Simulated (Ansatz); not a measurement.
# A hypothetical structure for Cd3Mo

This structure for Cd3Mo is made up. Its elements were placed in a known structure type with a cell scaled to their sizes. What cell does the guess relax to, and how far off was it?

Calculated with Ansatz 0.2.0; DFT, PBE, plane-wave PAW, default files, scalar-relativistic, no spin, cell and ions relaxed at zero pressure, in the first sound run; inputs show where later runs differ.

### 1. The starting structure

The structure is cubic, space group Pm-3m (No. 221). Conventional cell: a = 4.291 Å, b = 4.291 Å, c = 4.291 Å, α = 90.00°, β = 90.00°, γ = 90.00°. Nearest to Cd lie 8 Cd at 3.03 Å and 4 Mo at 3.03 Å. Nearest to Mo lie 12 Cd at 3.03 Å. Farther neighbours are not listed.

Coordinates:

```cif
data_structure
_symmetry_space_group_name_H-M 'P 1'
_symmetry_Int_Tables_number 1
_cell_length_a 4.2910
_cell_length_b 4.2910
_cell_length_c 4.2910
_cell_angle_alpha 90.000
_cell_angle_beta 90.000
_cell_angle_gamma 90.000
_cell_volume 79.01
loop_
_atom_site_label
_atom_site_type_symbol
_atom_site_fract_x
_atom_site_fract_y
_atom_site_fract_z
_atom_site_occupancy
Cd1 Cd 0.50000 0.50000 0.00000 1
Cd2 Cd 0.50000 0.00000 0.50000 1
Cd3 Cd 0.00000 0.50000 0.50000 1
Mo4 Mo 0.00000 0.00000 0.00000 1
```

### 2. Relaxing cell and atoms

The guess takes its coordinates from another compound and its volume from a rule, so the cell and any free coordinates are relaxed together.

input.yaml

```yaml
crystal:
  lattice:
    - [4.291, 0.0, 0.0]
    - [0.0, 4.291, 0.0]
    - [0.0, 0.0, 4.291]
  atoms:
    - { symbol: Cd, position: [0.5, 0.5, 0.0] }
    - { symbol: Cd, position: [0.5, 0.0, 0.5] }
    - { symbol: Cd, position: [0.0, 0.5, 0.5] }
    - { symbol: Mo, position: [0.0, 0.0, 0.0] }
kpoints:
  mp_grid: { grid: [6, 6, 6] }
scf:
  occupations: { method: fermi_dirac, width: 0.05 }
hamiltonian:
  xc: pbe
  pseudopotentials: { kind: paw }
relax:
  f_tol: 0.015
  max_steps: 70
  cell: {}
output:
  forces: true
  stress: true
```

Run with:

```bash
ansatz run input.yaml --threads 4 --pin off --max-ram 8192MiB --backend cpu --events-out ev --progress --plain --runs-dir out
```

Numbers of over 12 decimals in the logs are rounded to 6 here.

Output:

```text
Engine: ansatz 0.2.0, aarch64-unknown-linux-gnu
Pseudopotentials: kind: paw
Pseudopotential: Cd, paw, valence charge 20, recommended cutoff 420 eV (normal), Cd.paw.azcp
Pseudopotential: Mo, paw, valence charge 14, recommended cutoff 420 eV (normal), Mo.paw.azcp
Functional definition: PBE
  parameter kappa = 0.804
  parameter beta = 0.066725
  exchange = pbe_x(kappa = kappa, mu = beta*pi^2/3)
  correlation = pbe_c(beta = beta)
Crystal: 4 atoms, lattice volume = 79.009 Å³
Basis set: ecut = 420 eV, 1551 PW (Γ), exchange–correlation on 60×60×60 points (8 copies of the dense FFT grid, shifted against one another)
Bands: 45, of which v1, the nominal top of the filled ones, is band 37 counted from 1 (36 counted from 0)
Symmetry: 48 space group operations
Space group: Pm-3m (ITA 221), of the structure as read, at distance tolerance 4.3e-5 Å
k-points: 20 of 216
Non-local potential: Cd, projectors of the file, l = 0: 3, l = 1: 2, l = 2: 2, l = 3: 1
Non-local potential: Mo, projectors of the file, l = 0: 3, l = 1: 2, l = 2: 2, l = 3: 1
PAW form: soft (Blöchl's): semilocal exchange-correlation on the pseudo side does not see the compensation charge
PAW one-centre angular grid: Cd, 590 points (default); XC on 64 Gauss nodes
PAW one-centre angular grid: Mo, 590 points (default); XC on 64 Gauss nodes
Initial density: superposition of atomic densities (neutral atoms: chi_scale 0, normalization atom), corrected by the library's trained network
Initial wavefunctions: pseudopotential atomic-orbital guess
Functional: x = pbe(κ = 0.804, μ = 0.219515), c = pbe(β = 0.066725)
SCF iter   1: F=—  HF=-29718.016611 eV  |F-HF|=—  |Δ(HF+E_count)|=         —  Δρ=6.96e-3  dr2=7.92e-2  ethr=1.77e-3  ⟨swp⟩=6.2  Hψ=3082  notcnv=0  defer=5
preconditioner: auto → Kerker (q_TF=auto, 2.699 Å⁻¹)  [metal: Δε(μ)=0.081 eV  Ē_g=10.927 eV  σ=0.050 eV  W_gap=0.34  n_scr=26 (ndim 8)  ℏωp=27.1 eV  f_vac=0.000  D(μ)=1.74/eV (n_scr^D=6)]
SCF iter   2: F=—  HF=-29718.011459 eV  |F-HF|=—  |Δ(HF+E_count)|=   5.15e-3  Δρ=4.06e-3  dr2=2.77e-2  ethr=1.07e-4  ⟨swp⟩=1.1  Hψ=1062  notcnv=0  defer=19
SCF iter   3: F=—  HF=-29718.007731 eV  |F-HF|=—  |Δ(HF+E_count)|=   3.73e-3  Δρ=6.08e-4  dr2=5.30e-4  ethr=3.74e-5  ⟨swp⟩=1.9  Hψ=914  notcnv=0  defer=19
SCF iter   4: F=—  HF=-29718.007639 eV  |F-HF|=—  |Δ(HF+E_count)|=   9.15e-5  Δρ=2.44e-4  dr2=7.30e-5  ethr=7.17e-7  ⟨swp⟩=2.6  Hψ=1304  notcnv=0  defer=19
SCF iter   5: F=—  HF=-29718.007651 eV  |F-HF|=—  |Δ(HF+E_count)|=   1.20e-5  Δρ=7.95e-5  dr2=7.22e-6  ethr=9.87e-8  ⟨swp⟩=2.0  Hψ=1289  notcnv=0  defer=19
SCF iter   6: F=—  HF=-29718.007650 eV  |F-HF|=—  |Δ(HF+E_count)|=   1.33e-6  Δρ=2.23e-5  dr2=6.13e-7  ethr=9.76e-9  ⟨swp⟩=2.1  Hψ=1242  notcnv=0  defer=19
SCF iter   7: F=-29718.007650 eV  HF=-29718.007650 eV  |F-HF|=4.62e-10  |Δ(HF+E_count)|=   1.10e-8  Δρ=5.10e-6  dr2=1.74e-8  ethr=1.35e-10  ⟨swp⟩=4.0  Hψ=2689  notcnv=0
SCF 1 converged in 7 iterations: F = -29718.007650 eV  dr2 = 1.74e-8
  greatest PAW one-centre occupation: 1.000 electrons in one spin orbital (limit 2), on the Cd atom at site 2 (counted from 0), in its partial waves of l = 0
relax step   1: F+E_penalty+E_count = -29718.00765000 eV  Δ(F+E_penalty+E_count) = +0.000e0 eV  max|allowed force component| = 1.124e-28 eV/Å  Δτ_max = 0.0000 Å  P = -3.006 GPa  Ω = 79.009 Å³  (7 SCF iters, dr2 threshold 1.00e-7 eV, accepted)
Crystal: 4 atoms, lattice volume = 73.651 Å³
Basis set: ecut = 420 eV, 1419 PW (Γ), exchange–correlation on 60×60×60 points (8 copies of the dense FFT grid, shifted against one another)
Initial density: handed on by an earlier stage of this run
Initial wavefunctions: those handed on with the density
iter 1 solved again at ethr=1.80e-5 eV; its pass at ethr=3.10e-3 eV (dr2=1.33e-2 eV) is discarded
SCF iter   1: F=—  HF=-29718.000956 eV  |F-HF|=—  |Δ(HF+E_count)|=         —  Δρ=4.37e-3  dr2=1.41e-2  ethr=1.80e-5  ⟨swp⟩=1.8  Hψ=3964  notcnv=0
preconditioner: auto → Kerker (q_TF=auto, 2.730 Å⁻¹)  [metal: Δε(μ)=0.082 eV  Ē_g=11.268 eV  σ=0.050 eV  W_gap=0.36  n_scr=26 (ndim 8)  ℏωp=28.0 eV  f_vac=0.000  D(μ)=1.81/eV (n_scr^D=6)]
SCF iter   2: F=—  HF=-29717.997766 eV  |F-HF|=—  |Δ(HF+E_count)|=   3.19e-3  Δρ=2.22e-3  dr2=4.11e-3  ethr=1.80e-5  ⟨swp⟩=2.4  Hψ=1225  notcnv=0
SCF iter   3: F=—  HF=-29717.996724 eV  |F-HF|=—  |Δ(HF+E_count)|=   1.04e-3  Δρ=6.16e-4  dr2=3.19e-4  ethr=5.56e-6  ⟨swp⟩=2.2  Hψ=1310  notcnv=0
SCF iter   4: F=—  HF=-29717.996790 eV  |F-HF|=—  |Δ(HF+E_count)|=   6.61e-5  Δρ=1.62e-4  dr2=2.54e-5  ethr=4.31e-7  ⟨swp⟩=2.0  Hψ=1282  notcnv=0
SCF iter   5: F=—  HF=-29717.996784 eV  |F-HF|=—  |Δ(HF+E_count)|=   6.05e-6  Δρ=4.23e-5  dr2=2.28e-6  ethr=3.43e-8  ⟨swp⟩=2.0  Hψ=1317  notcnv=0
SCF iter   6: F=-29717.996783 eV  HF=-29717.996783 eV  |F-HF|=1.19e-7  |Δ(HF+E_count)|=   4.37e-7  Δρ=1.24e-5  dr2=2.32e-7  ethr=5.41e-10  ⟨swp⟩=4.0  Hψ=2616  notcnv=0
SCF 2 converged in 6 iterations: F = -29717.996783 eV  dr2 = 2.32e-7
relax step   2: F+E_penalty+E_count = -29717.99678305 eV  Δ(F+E_penalty+E_count) = +1.087e-2 eV  max|allowed force component| = 2.978e-29 eV/Å  Δτ_max = 0.0000 Å  P = +4.306 GPa  Ω = 73.651 Å³  energy of the carried Pulay correction = +2.075e-3 eV  (6 SCF iters, dr2 threshold 4.00e-7 eV, rejected (line search))
Crystal: 4 atoms, lattice volume = 76.714 Å³
Basis set: ecut = 420 eV, 1503 PW (Γ), exchange–correlation on 60×60×60 points (8 copies of the dense FFT grid, shifted against one another)
iter 1 solved again at ethr=6.40e-6 eV; its pass at ethr=3.10e-3 eV (dr2=4.74e-3 eV) is discarded
SCF iter   1: F=—  HF=-29718.033971 eV  |F-HF|=—  |Δ(HF+E_count)|=         —  Δρ=2.55e-3  dr2=5.09e-3  ethr=6.40e-6  ⟨swp⟩=1.8  Hψ=3922  notcnv=0
preconditioner: auto → Kerker (q_TF=auto, 2.712 Å⁻¹)  [metal: Δε(μ)=0.014 eV  Ē_g=11.071 eV  σ=0.050 eV  W_gap=0.07  n_scr=26 (ndim 8)  ℏωp=27.5 eV  f_vac=0.000  D(μ)=1.86/eV (n_scr^D=18)]
SCF iter   2: F=—  HF=-29718.032815 eV  |F-HF|=—  |Δ(HF+E_count)|=   1.16e-3  Δρ=1.30e-3  dr2=1.49e-3  ethr=6.40e-6  ⟨swp⟩=2.6  Hψ=1235  notcnv=0
SCF iter   3: F=—  HF=-29718.032462 eV  |F-HF|=—  |Δ(HF+E_count)|=   3.52e-4  Δρ=3.80e-4  dr2=1.29e-4  ethr=2.01e-6  ⟨swp⟩=2.5  Hψ=1316  notcnv=0
SCF iter   4: F=—  HF=-29718.032456 eV  |F-HF|=—  |Δ(HF+E_count)|=   6.73e-6  Δρ=9.42e-5  dr2=9.13e-6  ethr=1.75e-7  ⟨swp⟩=2.0  Hψ=1281  notcnv=0
SCF iter   5: F=—  HF=-29718.032504 eV  |F-HF|=—  |Δ(HF+E_count)|=   4.88e-5  Δρ=2.52e-5  dr2=8.42e-7  ethr=1.23e-8  ⟨swp⟩=2.1  Hψ=1313  notcnv=0
SCF iter   6: F=—  HF=-29718.032496 eV  |F-HF|=—  |Δ(HF+E_count)|=   8.25e-6  Δρ=7.46e-6  dr2=9.55e-8  ethr=1.14e-9  ⟨swp⟩=1.8  Hψ=952  notcnv=0
SCF iter   7: F=—  HF=-29718.032496 eV  |F-HF|=—  |Δ(HF+E_count)|=   1.41e-8  Δρ=1.39e-6  dr2=1.48e-9  ethr=1.29e-10  ⟨swp⟩=2.0  Hψ=1007  notcnv=0
SCF iter   8: F=—  HF=-29718.032496 eV  |F-HF|=—  |Δ(HF+E_count)|=  7.57e-10  Δρ=3.42e-7  dr2=7.98e-11  ethr=2.00e-12  ⟨swp⟩=2.0  Hψ=1308  notcnv=0
SCF iter   9: F=-29718.032496 eV  HF=-29718.032496 eV  |F-HF|=7.28e-12  |Δ(HF+E_count)|=  4.73e-11  Δρ=7.43e-8  dr2=4.32e-12  ethr=1.00e-12  ⟨swp⟩=4.0  Hψ=2426  notcnv=0
SCF 3 converged in 9 iterations: F = -29718.032496 eV  dr2 = 4.32e-12
relax step   3: F+E_penalty+E_count = -29718.03249611 eV  Δ(F+E_penalty+E_count) = -2.485e-2 eV  max|allowed force component| = 2.577e-29 eV/Å  Δτ_max = 0.0000 Å  P = -0.257 GPa  Ω = 76.714 Å³  energy of the carried Pulay correction = +8.710e-4 eV  (9 SCF iters, accepted)
Crystal: 4 atoms, lattice volume = 76.523 Å³
iter 1 solved again at ethr=1.25e-8 eV; its pass at ethr=3.10e-3 eV (dr2=9.23e-6 eV) is discarded
SCF iter   1: F=—  HF=-29718.032684 eV  |F-HF|=—  |Δ(HF+E_count)|=         —  Δρ=1.58e-4  dr2=1.98e-5  ethr=1.25e-8  ⟨swp⟩=3.0  Hψ=3853  notcnv=0
preconditioner: auto → Kerker (q_TF=auto, 2.713 Å⁻¹)  [metal: Δε(μ)=0.075 eV  Ē_g=11.064 eV  σ=0.050 eV  W_gap=0.33  n_scr=26 (ndim 8)  ℏωp=27.5 eV  f_vac=0.000  D(μ)=1.89/eV (n_scr^D=18)]
SCF iter   2: F=—  HF=-29718.032727 eV  |F-HF|=—  |Δ(HF+E_count)|=   4.29e-5  Δρ=7.97e-5  dr2=5.71e-6  ethr=1.25e-8  ⟨swp⟩=2.0  Hψ=1202  notcnv=0
SCF iter   3: F=—  HF=-29718.032726 eV  |F-HF|=—  |Δ(HF+E_count)|=   1.37e-6  Δρ=2.35e-5  dr2=5.09e-7  ethr=7.72e-9  ⟨swp⟩=2.3  Hψ=1256  notcnv=0
iter 4 did not close the SCF: its close was put off for the readings that it lacked (scf_convergence_deferred on its scf_iter line)
SCF iter   4: F=-29718.032726 eV  HF=-29718.032726 eV  |F-HF|=1.82e-8  |Δ(HF+E_count)|=   7.05e-8  Δρ=6.29e-6  dr2=3.76e-8  ethr=6.88e-10  ⟨swp⟩=2.0  Hψ=1294  notcnv=0
iter 5 did not close the SCF: its close was put off for the readings that it lacked (scf_convergence_deferred on its scf_iter line)
SCF iter   5: F=-29718.032726 eV  HF=-29718.032726 eV  |F-HF|=1.84e-9  |Δ(HF+E_count)|=   8.54e-9  Δρ=1.64e-6  dr2=3.49e-9  ethr=5.08e-11  ⟨swp⟩=2.0  Hψ=1315  notcnv=0
SCF iter   6: F=-29718.032726 eV  HF=-29718.032726 eV  |F-HF|=1.53e-10  |Δ(HF+E_count)|=  6.18e-10  Δρ=4.47e-7  dr2=3.22e-10  ethr=4.72e-12  ⟨swp⟩=1.1  Hψ=1945  notcnv=0
SCF 4 converged in 6 iterations: F = -29718.032726 eV  dr2 = 3.22e-10
relax step   4: F+E_penalty+E_count = -29718.03272586 eV  Δ(F+E_penalty+E_count) = -2.297e-4 eV  max|allowed force component| = 2.498e-29 eV/Å  Δτ_max = 0.0000 Å  P = -0.004 GPa  Ω = 76.523 Å³  energy of the carried Pulay correction = +9.447e-4 eV  (6 SCF iters, dr2 threshold 1.65e-7 eV, accepted)
Initial wavefunctions: pseudopotential atomic-orbital guess (no wavefunctions were taken with the density)
iter 1 solved again at ethr=1.08e-8 eV; its pass at ethr=3.10e-3 eV (dr2=7.97e-6 eV) is discarded
SCF iter   1: F=—  HF=-29718.031687 eV  |F-HF|=—  |Δ(HF+E_count)|=         —  Δρ=8.70e-5  dr2=9.68e-7  ethr=1.08e-8  ⟨swp⟩=3.5  Hψ=5484  notcnv=0
preconditioner: auto → Kerker (q_TF=auto, 2.713 Å⁻¹)  [metal: Δε(μ)=0.075 eV  Ē_g=11.065 eV  σ=0.050 eV  W_gap=0.33  n_scr=26 (ndim 8)  ℏωp=27.5 eV  f_vac=0.000  D(μ)=1.88/eV (n_scr^D=18)]
SCF iter   2: F=—  HF=-29718.031769 eV  |F-HF|=—  |Δ(HF+E_count)|=   8.15e-5  Δρ=4.30e-5  dr2=2.59e-7  ethr=1.31e-9  ⟨swp⟩=2.0  Hψ=1464  notcnv=0
SCF iter   3: F=—  HF=-29718.031769 eV  |F-HF|=—  |Δ(HF+E_count)|=   1.67e-7  Δρ=1.08e-5  dr2=2.81e-8  ethr=3.50e-10  ⟨swp⟩=3.0  Hψ=1662  notcnv=0
SCF iter   4: F=—  HF=-29718.031769 eV  |F-HF|=—  |Δ(HF+E_count)|=   6.99e-9  Δρ=7.56e-7  dr2=3.00e-10  ethr=3.79e-11  ⟨swp⟩=2.0  Hψ=1274  notcnv=0
iter 5 did not close the SCF: its close was put off for the readings that it lacked (scf_convergence_deferred on its scf_iter line)
SCF iter   5: F=-29718.031769 eV  HF=-29718.031769 eV  |F-HF|=1.46e-11  |Δ(HF+E_count)|=  1.53e-10  Δρ=8.27e-8  dr2=1.00e-11  ethr=1.00e-12  ⟨swp⟩=1.4  Hψ=909  notcnv=0
SCF iter   6: F=-29718.031769 eV  HF=-29718.031769 eV  |F-HF|=3.64e-12  |Δ(HF+E_count)|=  7.28e-12  Δρ=3.20e-8  dr2=1.04e-12  ethr=1.00e-12  ⟨swp⟩=2.7  Hψ=2650  notcnv=0
SCF 5 converged in 6 iterations: F = -29718.031769 eV  dr2 = 1.04e-12
  greatest PAW one-centre occupation: 1.000 electrons in one spin orbital (limit 2), on the Cd atom at site 0 (counted from 0), in its partial waves of l = 0
relax step   5: F+E_penalty+E_count = -29718.03176900 eV  Δ(F+E_penalty+E_count) = +9.569e-4 eV  max|allowed force component| = 3.445e-29 eV/Å  Δτ_max = 0.0000 Å  P = -0.000 GPa  Ω = 76.523 Å³  stress off target by 3.66e-4 GPa  SCF on the basis re-selected at this cell (its energy is not comparable with the rows above)  (6 SCF iters)
basis re-selected at this cell: Δ(F+E_penalty+E_count) = +9.569e-4 eV, ΔP = +0.004 GPa vs the last step (what re-selecting the basis moved, of the pressure what is left beyond the Pulay correction that the steps carried, after the strain that the cell walked since its last selection, with what the two solves' SCF thresholds leave and, on support functions, any second-order correction that the steps lacked; it is no m [...]
SCF converged after 6 iterations
Free energy (F): -29718.031769 eV
Harris-Foulkes:  -29718.031769 eV  (|F-HF|=3.64e-12)
Internal energy: -29718.015618 eV  (E = F + TS)
E sigma→0 (E₀):  -29718.023694 eV
Entropy (-TS):   -0.016151 eV (-4.038 meV/atom)
Fermi energy:    16.602776 eV
--- Per-component energies (eV) ---
  E_band       = -1160.754610
  E_kinetic    = 1954.518186
  E_local      = -9303.901651  (includes V_loc(G=0)·N_el)
  E_nonlocal   = 239.732568
  E_hartree    = 4299.743581
  E_xc         = -715.136299
  E_vxc        = -896.004509  (∫ρ·V_xc dr)
  E_paw        = -15445.359289  (= ΣΔE_a)
  E_vpaw       = -1754.586534  (= ΣTr[D̂ρ^β])
  E_aug_tail   = 0.000093  (compensation charges beyond the density's cutoff)
  E_ewald      = -10747.612807
  E_smearing   = -0.016151  (= −TS)
  E_closure    = -0.000000  (closes the sum)
  Σ components = -29718.031769   (vs F -29718.031769, Δ=0.00e0)
--- Forces (eV/Å), atoms counted from 1 ---
  atom   1  Cd    -0.00000000     0.00000000     0.00000000
  atom   2  Cd    -0.00000000     0.00000000     0.00000000
  atom   3  Cd     0.00000000     0.00000000     0.00000000
  atom   4  Mo     0.00000000    -0.00000000    -0.00000000
  max |Σ_I F_I| component: 4.21e-29 eV/Å
--- Stress (GPa, compression-positive) ---
       -0.000366      -0.000000       0.000000
       -0.000000      -0.000366       0.000000
        0.000000       0.000000      -0.000366
  P = ⅓ Tr σ = -0.0004 GPa (-0.004 kbar)
--- Relaxed structure (4 steps of the walk, 3 accepted, 1 SCFs on fresh bases) ---
  F+E_penalty+E_count = -29718.03176900 eV   max|allowed force component| = 3.445e-29 eV/Å   (the final SCF, on the basis selected at the relaxed cell)
  cell:  # Å, volume = 76.5235 Å³
    - [4.245526, 0, 0]
    - [0, 4.245526, 0]
    - [0, 0, 4.245526]
  atoms:
    - { symbol: Cd, position: [0.5, 0.5, 0] }
    - { symbol: Cd, position: [0.5, 0, 0.5] }
    - { symbol: Cd, position: [0, 0.5, 0.5] }
    - { symbol: Mo, position: [0, 0, 0] }
```

The job ended after 4.4 s (4 threads of Arm Neoverse V1, shared host; peak memory 0.42 GiB; 16 s of CPU time).

Step by step:

| step | energy less that of the first step (eV) | largest force component (eV/Å) | pressure (GPa) | volume (Å³) |
| --- | --- | --- | --- | --- |
| 1 | 0.0000 | 0.0000 | -3.01 | 79.01 |
| 2 | 0.0109 | 0.0000 | 4.31 | 73.65 |
| 3 | -0.0248 | 0.0000 | -0.26 | 76.71 |
| 4 | -0.0251 | 0.0000 | 0.00 | 76.52 |
| 5* | -0.0241 | 0.0000 | 0.00 | 76.52 |

Relaxation steps marked * repeat the geometry before them on a plane-wave basis chosen anew for their cell, so energy and pressure can jump there. Relaxation step 2 was tried and not accepted.

The run keeps the 48 symmetry operations that it works with, so distortions that break them were not tested.

| conventional cell, symmetrised | before | after | change |
| --- | --- | --- | --- |
| a (Å) | 4.291 | 4.246 | -1.1 % |
| b (Å) | 4.291 | 4.246 | -1.1 % |
| c (Å) | 4.291 | 4.246 | -1.1 % |
| volume (Å³/atom) | 19.75 | 19.13 | -3.1 % |

The relaxed structure:

```cif
data_structure
_symmetry_space_group_name_H-M 'P 1'
_symmetry_Int_Tables_number 1
_cell_length_a 4.2455
_cell_length_b 4.2455
_cell_length_c 4.2455
_cell_angle_alpha 90.000
_cell_angle_beta 90.000
_cell_angle_gamma 90.000
_cell_volume 76.52
loop_
_atom_site_label
_atom_site_type_symbol
_atom_site_fract_x
_atom_site_fract_y
_atom_site_fract_z
_atom_site_occupancy
Cd1 Cd 0.50000 0.50000 0.00000 1
Cd2 Cd 0.50000 0.00000 0.50000 1
Cd3 Cd 0.00000 0.50000 0.50000 1
Mo4 Mo 0.00000 0.00000 0.00000 1
```

Numbers from this step:

* free energy: -29718.0318 eV
* energy at zero smearing: -29718.0237 eV
* smearing term TS: 0.01615 eV
* Fermi energy: 16.60 eV
* electrons: 74
* symmetry operations: 48
* pressure: -3.66e-4 GPa

Shortest distances by pair of elements, guess and relaxed (not always the same contact):

| pair | guess (Å) | relaxed (Å) |
| --- | --- | --- |
| Cd–Mo | 3.034 | 3.002 |
| Cd–Cd | 3.034 | 3.002 |
| Mo–Mo | 4.291 | 4.246 |

The relaxation ends with a pressure of 0.00 GPa.

(Part 1 of 2 ends here.)

[Logs are printed without paths, hosts, clocks, repeated set-up lines and the standing remarks that a program may print on its own settings, such as how far it seeks lower states.]

[Hosts, paths, dates, database ids (printed as entryN), source tags and the programs' standing remarks are cut or masked in the printed files.]
